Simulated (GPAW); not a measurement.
# Surface energy and work function of Ir(100) from slabs of 4 to 14 layers (PBE)

How do energy and work function of Ir(100) films settle with thickness, and what surface energy follows?

Set-up. GPAW 26.7.0, plane waves at 450 eV with PAW setups; symmetric 1×1 slabs cut at the tabulated lattice constant (two decimals; low-temperature values for the alkali metals), atoms at bulk places, 7.5 Å of vacuum on each side, one in-plane mesh for all thicknesses, Fermi-Dirac smearing of 0.1 eV. Energies are extrapolated to zero smearing and count from the program's reference atoms. Functional PBE. The cell's area is 7.373 Å².

What came out, but for one run:

| layers | energy (eV) | work function (eV) |
| --- | --- | --- |
| 4 | −34.7368 | 5.54 |
| 5 | −44.1332 | 5.54 |
| 6 | −53.5363 | 5.54 |
| 7 | −62.8802 | 5.54 |
| 8 | −72.2447 | 5.54 |
| 9 | −81.6270 | 5.54 |
| 10 | −90.9991 | 5.54 |
| 11 | −100.3627 | 5.54 |
| 12 | −109.7297 | 5.54 |
| 14 | ? | ? |

Q: What surface energy do these runs give, and what energy and work function should the 14-layer slab have?

A: A slab of n layers has E(n) = nε + 2Aγ once its middle is bulk-like. A line through n = 6 to 12 has the slope ε = −9.3678 eV a layer and the intercept 2Aγ = 2.6849 eV (r.m.s. residual 8.5 meV). So γ = 2.6849 / (2 × 7.373 Å²) = 0.1821 eV/Å² = 2.92 J/m², with a standard error of about 0.02 J/m² from the scatter about the line. For 14 layers: 2.6849 + 14 × (−9.3678) = −128.465 eV; the run gives −128.470 eV, 5.5 meV under the line. The work function has no such law: from 6 to 12 layers it stays at 5.54 eV, and the 14-layer slab gives 5.54 eV. The thinnest slab, 4 layers, lies 0.00 eV from that mean. The measured value for this face is 5.96 eV (“Anisotropic work function of elemental crystals” (2019, arxiv:1902.07811)), for a face that reconstructs.

Caveats: The surfaces are unrelaxed, so γ is an upper bound for this functional and lattice constant. The tabulated lattice constant isn't the functional's own, which strains the slab a little. Spin-orbit coupling is left out.
